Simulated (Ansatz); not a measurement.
**Be3N2 (R3m): a band-gap study from LDA to G0W0 at the band limit**

Aim: a best estimate of the quasiparticle gap of Be3N2 (R3m), with each correction and its cost laid out.

Main program and level: Ansatz 0.2.0; density functionals, hybrids, G0W0, plane waves, PAW.

### 1. The starting structure

Symmetry: R3m, No. 160, trigonal system. The conventional cell has a = 2.840 Å, b = 2.840 Å, c = 14.599 Å, α = 90.00°, β = 90.00°, γ = 120.00°. Nearest to Be lie 3 N at 1.65 Å. Be has 4 N at 1.66 to 1.84 Å nearest. Nearest to Be lie 4 N at 1.68 to 1.78 Å. Nearest to N lie 5 Be at 1.65 to 1.68 Å. Nearest to N lie 6 Be at 1.78 to 1.84 Å. Farther neighbours and most contacts between anions are not listed.

As a file:

```cif
data_structure
_symmetry_space_group_name_H-M 'R3m:H'
_symmetry_Int_Tables_number 160
_cell_length_a 2.8396
_cell_length_b 2.8396
_cell_length_c 14.5986
_cell_angle_alpha 90.000
_cell_angle_beta 90.000
_cell_angle_gamma 120.000
_cell_volume 101.94
loop_
_atom_site_label
_atom_site_type_symbol
_atom_site_symmetry_multiplicity
_atom_site_Wyckoff_symbol
_atom_site_fract_x
_atom_site_fract_y
_atom_site_fract_z
_atom_site_occupancy
Be1 Be 3 a 0.00000 0.00000 0.14100 1
Be2 Be 3 a 0.66667 0.33333 0.01564 1
Be3 Be 3 a 0.66667 0.33333 0.24453 1
N1 N 3 a 0.66667 0.33333 0.12917 1
N2 N 3 a 0.00000 0.00000 0.29157 1
```

The cell and positions are those that the Materials Project relaxed with its own functionals (PBE, PBE+U or r2SCAN), kept fixed.

### 2. LDA bands

Levels along a band path, at the cheap level, show where the edges lie and whether the meshes to come will hold them.

This step: DFT, LDA, plane waves, PAW; PAW set soft_1.

input.yaml reads:

```yaml
crystal:
  lattice:
    - [1.4198050555, 0.819724831, 4.8662156628]
    - [-1.4198050555, 0.819724831, 4.8662156628]
    - [0.0, -1.639449662, 4.8662156628]
  atoms:
    - { symbol: Be, position: [0.85900108, 0.85900108, 0.85900108] }
    - { symbol: Be, position: [0.31769456, 0.31769456, 0.31769456] }
    - { symbol: Be, position: [0.08880677, 0.08880677, 0.08880677] }
    - { symbol: "N", position: [0.20416268, 0.20416268, 0.20416268] }
    - { symbol: "N", position: [0.70843491, 0.70843491, 0.70843491] }
kpoints:
  mp_grid: { grid: [10, 10, 10] }
  band_path:
    path:
      - [[0.0, 0.0, 0.0], [-0.5, -0.5, -0.5], [-0.5, -0.1855841, -0.8144159]]
      - [[-0.1855841, 0.1855841, -0.5], [0.0, 0.0, -0.5], [0.0, 0.0, 0.0], [0.0, 0.34279205, -0.34279205]]
      - [[-0.34279205, 0.0, -0.65720795], [-0.5, 0.0, -0.5], [0.0, 0.0, 0.0]]
    npoints: 10
hamiltonian:
  xc: lda
  pseudopotentials: { kind: paw, azcp: { folder: soft_1 }, xc_functional: pbe }
scf:
  occupations: { method: fermi_dirac, width: 0.02 }
  n_extra_bands: 5
output:
  eigenvalues: true
  forces: true
  stress: true
  write_density: true
  write_potential: true
  elf: true
  volumetric_format: npy
```

Run with:

```bash
$ ansatz run input.yaml --threads 2 --pin off --max-ram 73728MiB --backend cuda --events-out ev --progress --plain --runs-dir out --devices 1 --max-vram 13GiB
```

Numbers of over 12 decimals in the logs are rounded to 6 here.

The program printed:

```text
basis.fft_grid_basis auto: the FFT boxes are laid along the combinations [[1, -1, 0], [0, 1, 0], [0, -1, 1]] of the cell's own vectors, 2.840, 5.135 and 2.840 Å long. The dense box has 20×36×20 points. Along the cell's own vectors, as sized, it would have 36×36×36, 3.24 times as many. Of the 6 symmetry operations that the crystal satisfies within crystal.symmetry.tolerance (time reversal apart; of a slab, those that  [...]
scf.n_extra_bands = 5 over 8 filled bands (N_el = 16.0): the run solves 13 bands
GPUs: using 1 of 1 available (devices: 1).
Engine: ansatz 0.2.0, x86_64-unknown-linux-gnu
Pseudopotentials: kind: paw
Pseudopotential: Be, paw, valence charge 2, recommended cutoff 420 eV (normal), soft_1/Be.paw.azcp
Pseudopotential: N, paw, valence charge 5, recommended cutoff 420 eV (normal), soft_1/N.paw.azcp
Functional definition: SPW92
  exchange = slater_x
  correlation = pw_c
device memory: the entry about to start is reckoned to put 1.2 GiB on a device that reports 71.2 GiB free (of which the cap on the GPU budget leaves the run 13.0 GiB)
GPU FFT provider: cuFFT
GPU libraries: cuBLAS 13.8.2, cuFFT 12.4.0, cuSOLVER 12.3.4
Crystal: 5 atoms, lattice volume = 33.981 Å³
Basis set: ecut = 420 eV, 671 PW (Γ), FFT grids on a1−a2, a2, −a2+a3
Bands: 13, of which v1, the nominal top of the filled ones, is band 8 counted from 1 (7 counted from 0)
Symmetry: 6 space group operations
Space group: R3m (ITA 160), of the structure as read, at distance tolerance 3.2e-5 Å
k-points: 116 of 1000 (time reversal used)
Non-local potential: Be, projectors of the file, l = 0: 2, l = 1: 2, l = 2: 1
Non-local potential: N, projectors of the file, l = 0: 2, l = 1: 2, l = 2: 1
PAW form: soft (Blöchl's): semilocal exchange-correlation on the pseudo side does not see the compensation charge
PAW frozen core: Be, regenerated for the run's functional, and the local potential with it (the file was generated under x = pbe(κ = 0.804, μ = 0.219515), c = pbe(β = 0.066725))
PAW frozen core: N, regenerated for the run's functional, and the local potential with it (the file was generated under x = pbe(κ = 0.804, μ = 0.219515), c = pbe(β = 0.066725))
PAW one-centre angular grid: Be, 110 points (default); XC on 64 Gauss nodes
PAW one-centre angular grid: N, 110 points (default); XC on 64 Gauss nodes
Initial density: superposition of atomic densities (chi_scale 0.1, normalization cell, long waves kept (reshape's long-wave potential 0.01 eV rms))
Initial wavefunctions: pseudopotential atomic-orbital guess
GPU buffer pool allocated for 14400 grid points (all kernels)
GPU transforms: local potential and band sums: pruned to the plane-wave sphere, on 20×36×20
Functional: x = slater, c = lda
SCF iter   1: F=—  HF=-1020.105226 eV  |F-HF|=—  |Δ(HF+E_count)|=         —  Δρ=1.20e-1  dr2=5.70e0  ethr=3.10e-3  ⟨swp⟩=6.1  Hψ=9169  notcnv=0
preconditioner: auto → none  [insulator: Δε(μ)=4.431 eV  Ē_g=15.782 eV  σ=0.020 eV  W_gap=1.00  n_scr=2 (ndim 8)  ℏωp=25.5 eV  f_vac=0.000  D(μ)=0.00/eV (n_scr^D=0)  ε∞_Penn≈3.6]
SCF iter   2: F=—  HF=-1018.337313 eV  |F-HF|=—  |Δ(HF+E_count)|=    1.77e0  Δρ=3.38e-2  dr2=2.56e-1  ethr=3.10e-3  ⟨swp⟩=2.4  Hψ=3868  notcnv=0  defer=116
SCF iter   3: F=—  HF=-1018.280204 eV  |F-HF|=—  |Δ(HF+E_count)|=   5.71e-2  Δρ=1.23e-2  dr2=3.21e-2  ethr=1.60e-3  ⟨swp⟩=1.2  Hψ=2456  notcnv=0  defer=115
SCF iter   4: F=—  HF=-1018.275018 eV  |F-HF|=—  |Δ(HF+E_count)|=   5.19e-3  Δρ=1.07e-3  dr2=1.12e-3  ethr=2.01e-4  ⟨swp⟩=3.0  Hψ=2478  notcnv=0  defer=116
SCF iter   5: F=—  HF=-1018.274703 eV  |F-HF|=—  |Δ(HF+E_count)|=   3.15e-4  Δρ=3.53e-4  dr2=4.58e-5  ethr=7.03e-6  ⟨swp⟩=2.1  Hψ=2469  notcnv=0  defer=116
SCF iter   6: F=—  HF=-1018.274681 eV  |F-HF|=—  |Δ(HF+E_count)|=   2.24e-5  Δρ=9.22e-5  dr2=1.53e-6  ethr=2.86e-7  ⟨swp⟩=2.3  Hψ=2089  notcnv=0  defer=116
SCF iter   7: F=-1018.274681 eV  HF=-1018.274681 eV  |F-HF|=6.90e-9  |Δ(HF+E_count)|=   2.58e-7  Δρ=1.54e-5  dr2=3.31e-8  ethr=6.25e-10  ⟨swp⟩=13.2  Hψ=11226  notcnv=0
SCF 1 converged in 7 iterations: F = -1018.274681 eV  dr2 = 3.31e-8
[...]
device memory: the entry about to start is reckoned to put 0.8 GiB on a device that reports 70.8 GiB free (of which the cap on the GPU budget leaves the run 13.0 GiB)
NSCF: frozen V_eff on 73 k-points, pencils in batches of 32, up to order 60
SCF converged after 7 iterations
Free energy (F): -1018.274681 eV
Harris-Foulkes:  -1018.274681 eV  (|F-HF|=6.90e-9)
Internal energy: -1018.274681 eV  (E = F + TS)
E sigma→0 (E₀):  -1018.274681 eV
Fermi energy:    9.069606 eV
--- Per-component energies (eV) ---
  E_band       = 25.242604
  E_kinetic    = 328.377011
  E_local      = -382.542433  (includes V_loc(G=0)·N_el)
  E_nonlocal   = 84.312336
  E_hartree    = 129.203885
  E_xc         = -180.532582
  E_vxc        = -215.094218  (∫ρ·V_xc dr)
  E_paw        = -402.142647  (= ΣΔE_a)
  E_vpaw       = -48.221298  (= ΣTr[D̂ρ^β])
  E_aug_tail   = 0.001668  (compensation charges beyond the density's cutoff)
  E_ewald      = -595.202868
  E_core_change = 0.250949  (= ΣΔE_core)
  E_smearing   = -0.000000  (= −TS)
  E_closure    = -0.000000  (closes the sum)
  Σ components = -1018.274681   (vs F -1018.274681, Δ=0.00e0)
--- Forces (eV/Å), atoms counted from 1 ---
  atom   1  Be     0.00000000    -0.00000000     0.01245497
  atom   2  Be     0.00000000     0.00000000    -0.04420924
  atom   3  Be     0.00000000     0.00000000     0.04386887
  atom   4  N      0.00000000    -0.00000000    -0.04585367
  atom   5  N      0.00000000     0.00000000     0.03374851
  max |Σ_I F_I| component: 9.44e-6 eV/Å
--- Stress (GPa, compression-positive) ---
       -7.503171       0.000000       0.000000
        0.000000      -7.503171      -0.000000
        0.000000      -0.000000      -7.552858
  P = ⅓ Tr σ = -7.5197 GPa (-75.197 kbar)
--- Band table (eV; the first three rows and the last of 116) ---
  k-point 0: bands = [... 4 lower, 6.5143, 7.2654, 7.7181, 7.7181, 13.8227, 15.4859, 15.8758, 15.8758, ... 1 higher]
  k-point 1: bands = [... 4 lower, 6.2887, 7.0337, 7.2222, 7.4547, 14.1969, 15.5155, 16.0763, 16.3427, ... 1 higher]
  k-point 2: bands = [... 4 lower, 5.6519, 5.7666, 6.8518, 6.9082, 14.6427, 15.0838, 16.9639, 17.4220, ... 1 higher]
  k-point 115: bands = [... 4 lower, 6.7337, 6.7337, 7.3745, 7.3745, 14.6998, 16.5010, 16.6383, 16.6383, ... 1 higher]
```

It took 8.5 s on 1 × NVIDIA H100 80GB HBM3 (shared by 6 runs) with 2 threads of AMD EPYC 7R13 (Zen 3), shared host; peak memory 0.96 GiB; 3.3 s of CPU time.

This step gave:

- pressure: -7.520 GPa
- filled bands: 8
- gap: 2.703 eV
- valence top at: Γ
- conduction bottom at: F
- least direct gap: 3.766 eV

The gap is indirect, with the least direct gap 1.06 eV higher. The pressure of -8 GPa says that this functional would shrink the cell; it is kept.

The electronic bands at the labelled points (eV, zero at the top of the highest nominally filled band; v1 is the highest filled band, c1 the lowest empty one):

| point | v4 | v3 | v2 | v1 | c1 | c2 | c3 | c4 |
| --- | --- | --- | --- | --- | --- | --- | --- | --- |
| Γ | -1.20 | -0.45 | 0.00 | 0.00 | 6.10 | 7.77 | 8.16 | 8.16 |
| halfway | -1.11 | -1.11 | -0.15 | -0.15 | 6.67 | 8.16 | 8.51 | 8.51 |
| T | -0.98 | -0.98 | -0.34 | -0.34 | 6.98 | 8.78 | 8.92 | 8.92 |
| halfway | -3.97 | -2.41 | -1.66 | -1.29 | 5.78 | 7.54 | 9.49 | 9.90 |
| H2 | -4.75 | -3.70 | -3.00 | -1.83 | 4.98 | 6.78 | 9.90 | 11.56 |
| jump to H0 | -4.75 | -3.70 | -3.00 | -1.83 | 4.98 | 6.78 | 9.90 | 11.56 |
| halfway | -4.12 | -3.85 | -3.36 | -2.16 | 6.13 | 7.41 | 9.12 | 11.09 |
| L | -3.70 | -3.08 | -3.02 | -2.10 | 5.45 | 6.54 | 10.22 | 10.38 |
| halfway | -2.82 | -2.24 | -1.19 | -1.05 | 6.68 | 7.39 | 9.50 | 10.12 |
| Γ | -1.20 | -0.45 | 0.00 | 0.00 | 6.10 | 7.77 | 8.16 | 8.16 |
| halfway | -3.53 | -3.09 | -2.07 | -0.65 | 7.09 | 8.02 | 9.32 | 9.69 |
| S0 | -4.89 | -3.67 | -3.06 | -1.88 | 5.05 | 7.09 | 9.33 | 11.92 |
| jump to S2 | -4.89 | -3.67 | -3.06 | -1.88 | 5.05 | 7.09 | 9.33 | 11.92 |
| halfway | -4.63 | -3.32 | -2.23 | -1.28 | 3.66 | 7.84 | 8.54 | 9.84 |
| F | -3.51 | -3.50 | -1.34 | -1.06 | 2.70 | 7.59 | 8.83 | 9.45 |
| halfway | -3.13 | -2.53 | -0.78 | -0.76 | 5.94 | 7.69 | 9.38 | 9.73 |
| Γ | -1.20 | -0.45 | 0.00 | 0.00 | 6.10 | 7.77 | 8.16 | 8.16 |

ELF in the ac plane of the conventional cell at fractional y = 0.000, with atoms of Be and N within 0.2 Å of it. It is the smooth field of the valence electrons, not physical close to the nuclei.

Ten even steps from '0' (0.00) to '9' (0.85), each cell a mean:
```
11357889886421
00246777776310
21223333332211
88875321246788
35898632479974
77897532368987
66543211123566
00024455543200
01257888876421
11246788875321
00112344432100
00124566653210
00246899986310
00135789875210
11112344332111
77765321245677
46898643478975
67888532368986
76653221224566
11134555554211
00157888887410
01246777766420
01122333322111
01124556543211
```
Columns run along a (2.8 Å), rows up along c (14.6 Å), edges of the conventional cell, whose origin can differ from the input's. Atoms in or near the plane, at fractional coordinates: Be at (0.00, 0.14), Be at (0.00, 0.68), Be at (0.00, 0.91), N at (0.00, 0.80), N at (0.00, 0.29).

Electrostatic potential energy in the ac plane of the conventional cell at fractional y = 0.000, with atoms of Be and N within 0.2 Å of it. With pseudopotentials it is smooth inside the atoms' cores, unlike the true potential.

Ten even steps from '_' (-35 eV) to '@' (12 eV), each cell a mean:
```
%%%%%%%%%%%%%%%%%%%%%%%%%%%%
..::==**%%%%@@@@@@%%%%**--::
..::==**%%@@@@@@@@@@%%**--::
++**##%%@@@@@@@@@@@@@@%%##**
____::**%%%%%%%%%%%%%%++..__
::::++##@@@@@@@@@@@@@@##==::
==++**%%@@@@@@@@@@@@%%##**++
____::++%%@@@@@@@@%%##++::__
++++**%%%%%%%%%%%%%%%%##**++
@@@@@@@@%%%%%%%%%%%%@@@@@@@@
@@@@@@@@@@%%%%%%%%%%@@@@@@@@
@@@@@@@@@@@@%%%%%%@@@@@@@@@@
@@@@@@@@@@%%%%%%%%%%@@@@@@@@
@@@@@@@@@@@@@@%%@@@@@@@@@@@@
@@@@@@@@@@@@@@%%@@@@@@@@@@@@
##%%%%@@%%%%%%%%%%%%@@@@%%%%
____::**%%%%%%%%%%%%%%++..__
..::==##%%%%%%%%%%%%%%**--..
%%%%@@@@@@%%%%%%%%%%@@@@@@%%
==++**%%%%@@@@@@@@@@%%##**++
__..--**%%@@@@@@@@@@%%++::__
++++##%%@@@@@@@@@@@@@@%%**++
@@@@@@@@@@@@@@@@@@@@@@@@@@@@
@@@@@@@@%%%%%%%%%%%%@@@@@@@@
```
Columns run along a (2.8 Å; values clipped at the 3rd and 97th percentile), rows up along c (14.6 Å), edges of the conventional cell, whose origin can differ from the input's. Atoms in or near the plane, at fractional coordinates: Be at (0.00, 0.14), Be at (0.00, 0.68), Be at (0.00, 0.91), N at (0.00, 0.80), N at (0.00, 0.29).

### 3. r2SCAN

The meta-GGA depends on the orbitals through the kinetic-energy density, which usually opens the gap somewhat.

This step: DFT, r2SCAN, plane waves, PAW; PAW set soft_1.

input.yaml reads:

```yaml
crystal:
  lattice:
    - [1.4198050555, 0.819724831, 4.8662156628]
    - [-1.4198050555, 0.819724831, 4.8662156628]
    - [0.0, -1.639449662, 4.8662156628]
  atoms:
    - { symbol: Be, position: [0.85900108, 0.85900108, 0.85900108] }
    - { symbol: Be, position: [0.31769456, 0.31769456, 0.31769456] }
    - { symbol: Be, position: [0.08880677, 0.08880677, 0.08880677] }
    - { symbol: "N", position: [0.20416268, 0.20416268, 0.20416268] }
    - { symbol: "N", position: [0.70843491, 0.70843491, 0.70843491] }
kpoints:
  mp_grid: { grid: [10, 10, 10] }
  band_path:
    path:
      - [0.0, 0.0, 0.0]
      - [-0.5, -0.5, -0.5]
      - [-0.5, -0.1855841, -0.8144159]
      - [-0.1855841, 0.1855841, -0.5]
      - [0.0, 0.0, -0.5]
      - [0.0, 0.34279205, -0.34279205]
      - [-0.34279205, 0.0, -0.65720795]
      - [-0.5, 0.0, -0.5]
    npoints: 1
hamiltonian:
  xc: r2scan
  pseudopotentials: { kind: paw, azcp: { folder: soft_1 } }
scf:
  occupations: { method: fixed }
  n_extra_bands: 5
output:
  eigenvalues: true
  forces: true
  stress: true
```

The program printed:

```text
[...]
GPUs: using 1 of 1 available (devices: 1).
[...]
GPU FFT provider: cuFFT
GPU libraries: cuBLAS 13.8.2, cuFFT 12.4.0, cuSOLVER 12.3.4
Crystal: 5 atoms, lattice volume = 33.981 Å³
Basis set: ecut = 500 eV, 845 PW (Γ), FFT grids on a1−a3, a2−a3, a3, exchange–correlation on 96×96×160 points (64 copies of the dense FFT grid, shifted against one another)
[...]
k-point 0: bands = [... 4 lower, 6.5768, 7.3214, 7.7757, 7.7757, 14.5085, 16.3841, 17.0006, 17.0006, ... 1 higher]
  k-point 1: bands = [... 4 lower, 6.3518, 7.0701, 7.2767, 7.5128, 14.9267, 16.5327, 17.0843, 17.4939, ... 1 higher]
  k-point 2: bands = [... 4 lower, 5.6391, 5.8268, 6.9062, 6.9608, 15.4882, 16.0280, 18.0432, 18.6451, ... 1 higher]
  k-point 115: bands = [... 4 lower, 6.8074, 6.8074, 7.4296, 7.4296, 15.4916, 17.4640, 17.8015, 17.8015, ... 1 higher]
[key lines of the parts left out:]
SCF converged after 9 iterations
Free energy (F): -1055.473869 eV
Fermi energy:    7.775664 eV
P = ⅓ Tr σ = -1.1167 GPa (-11.167 kbar)
```

Elapsed: 5.6 s, on 1 × NVIDIA H100 80GB HBM3 (shared by 6 runs) with 2 threads; peak memory 0.96 GiB.

Numbers from this step:

| Property | Result |
| --- | --- |
| pressure | -1.117 GPa |
| gap | 3.413 eV |
| valence top at | Γ |
| conduction bottom at | F |
| least direct gap | 4.487 eV |

The gap stands +0.71 eV against LDA.

### 4. HSE06

The screened hybrid is the usual rung above semilocal functionals: a quarter of exact exchange, cut off beyond a few ångström.

This step: DFT, HSE06, plane waves, PAW; PAW set soft_1.

Edit input.yaml of step 3 so:

```diff
@@ -12,3 +12,3 @@
 kpoints:
-  mp_grid: { grid: [10, 10, 10] }
+  mp_grid: { grid: [6, 6, 6] }
   band_path:
@@ -25,3 +25,3 @@
 hamiltonian:
-  xc: r2scan
+  xc: hse06
   pseudopotentials: { kind: paw, azcp: { folder: soft_1 } }
@@ -32,3 +32 @@
   eigenvalues: true
-  forces: true
-  stress: true
```

The program printed:

```text
[...]
GPUs: using 1 of 1 available (devices: 1).
[...]
davidson cushion auto → on  (no smearing: the cushion is to keep the highest requested band from converging to the state above it; pin scf.eigensolver.cushion to override)
[...]
GPU FFT provider: cuFFT
GPU libraries: cuBLAS 13.8.2, cuFFT 12.4.0, cuSOLVER 12.3.4
Crystal: 5 atoms, lattice volume = 33.981 Å³
Basis set: ecut = 420 eV, 671 PW (Γ), FFT grids on a1−a3, a2−a3, a3
[...]
Fermi energy:    7.078813 eV
[...]
--- Band table (eV; the first three rows and the last of 32) ---
  k-point 0: bands = [... 4 lower, 5.8487, 6.6513, 7.0788, 7.0788, 14.6048, 16.4828, 17.0338, 17.0338, ... 1 higher]
  k-point 1: bands = [... 4 lower, 5.2677, 5.3587, 6.3833, 6.4052, 15.4754, 16.2099, 17.8640, 18.2899, ... 1 higher]
  k-point 2: bands = [... 4 lower, 2.7308, 4.3322, 5.2706, 5.4043, 14.6931, 15.8552, 18.6971, 18.9748, ... 1 higher]
  k-point 31: bands = [... 4 lower, 6.1151, 6.1151, 6.6918, 6.6918, 15.6358, 17.5879, 17.8457, 17.8457, ... 1 higher]
[key lines of the parts left out:]
Free energy (F): -1051.773619 eV
```

Wall time 18 s (1 × NVIDIA H100 80GB HBM3 (shared by 6 runs) with 2 threads); peak memory 1.5 GiB; 21 s of CPU time.

This step gave:

```
gap                  : 4.019 eV
valence top at       : Γ
conduction bottom at : F
least direct gap     : 5.110 eV
```

The gap stands +1.32 eV against LDA.

### 5. PBE0

PBE0 keeps its quarter of exact exchange at all distances, which suits crystals with ε∞ near 4 best.

This step: DFT, PBE0, plane waves, PAW; PAW set soft_1.

Edit input.yaml of step 4 so:

```diff
@@ -25,3 +25,3 @@
 hamiltonian:
-  xc: hse06
+  xc: pbe0
   pseudopotentials: { kind: paw, azcp: { folder: soft_1 } }
```

The program printed:

```text
[...]
GPUs: using 1 of 1 available (devices: 1).
[...]
GPU FFT provider: cuFFT
GPU libraries: cuBLAS 13.8.2, cuFFT 12.4.0, cuSOLVER 12.3.4
Crystal: 5 atoms, lattice volume = 33.981 Å³
Basis set: ecut = 420 eV, 671 PW (Γ), FFT grids on a1−a3, a2−a3, a3
Bands: 13, of which v1, the nominal top of the filled ones, is band 8 counted from 1 (7 counted from 0)
Symmetry: 6 space group operations
[...]
k-points: 32 of 216 (time reversal used)
[...]
Fermi energy:    6.695876 eV
[...]
--- Band table (eV; the first three rows and the last of 32) ---
  k-point 0: bands = [... 4 lower, 5.4614, 6.2707, 6.6959, 6.6959, 14.9700, 16.8630, 17.4212, 17.4212, ... 1 higher]
  k-point 1: bands = [... 4 lower, 4.8779, 4.9604, 5.9942, 6.0205, 15.8506, 16.5929, 18.2544, 18.6849, ... 1 higher]
  k-point 2: bands = [... 4 lower, 2.3162, 3.9392, 4.8737, 5.0109, 15.0708, 16.2401, 19.0900, 19.3695, ... 1 higher]
  k-point 31: bands = [... 4 lower, 5.7310, 5.7310, 6.3019, 6.3019, 16.0158, 17.9752, 18.2373, 18.2373, ... 1 higher]
[key lines of the parts left out:]
Free energy (F): -1052.020784 eV
```

Wall time 12 s (1 × NVIDIA H100 80GB HBM3 (shared by 6 runs) with 2 threads); peak memory 1.5 GiB.

Numbers from this step:

```
gap                  : 4.756 eV
valence top at       : Γ
conduction bottom at : F
least direct gap     : 5.848 eV
```

The gap stands +2.05 eV against LDA.

[end of part 1 of 3]

[Paths, hosts, dates, memory and timing lines, banners, echoed tables and standing remarks are left out of the program output.]

[Logs are printed without paths, hosts, clocks, repeated set-up lines and the standing remarks that a program may print on its own settings, such as how far it seeks lower states.]

[Runs of the session that timed out or met a known fault of the program may be left out.]

[Cells called generated may have been cut or substituted from an entry of the Crystallography Open Database or the Materials Project.]

[Hosts, paths, dates, database ids (printed as entryN), source tags and the programs' standing remarks are cut or masked in the printed files.]
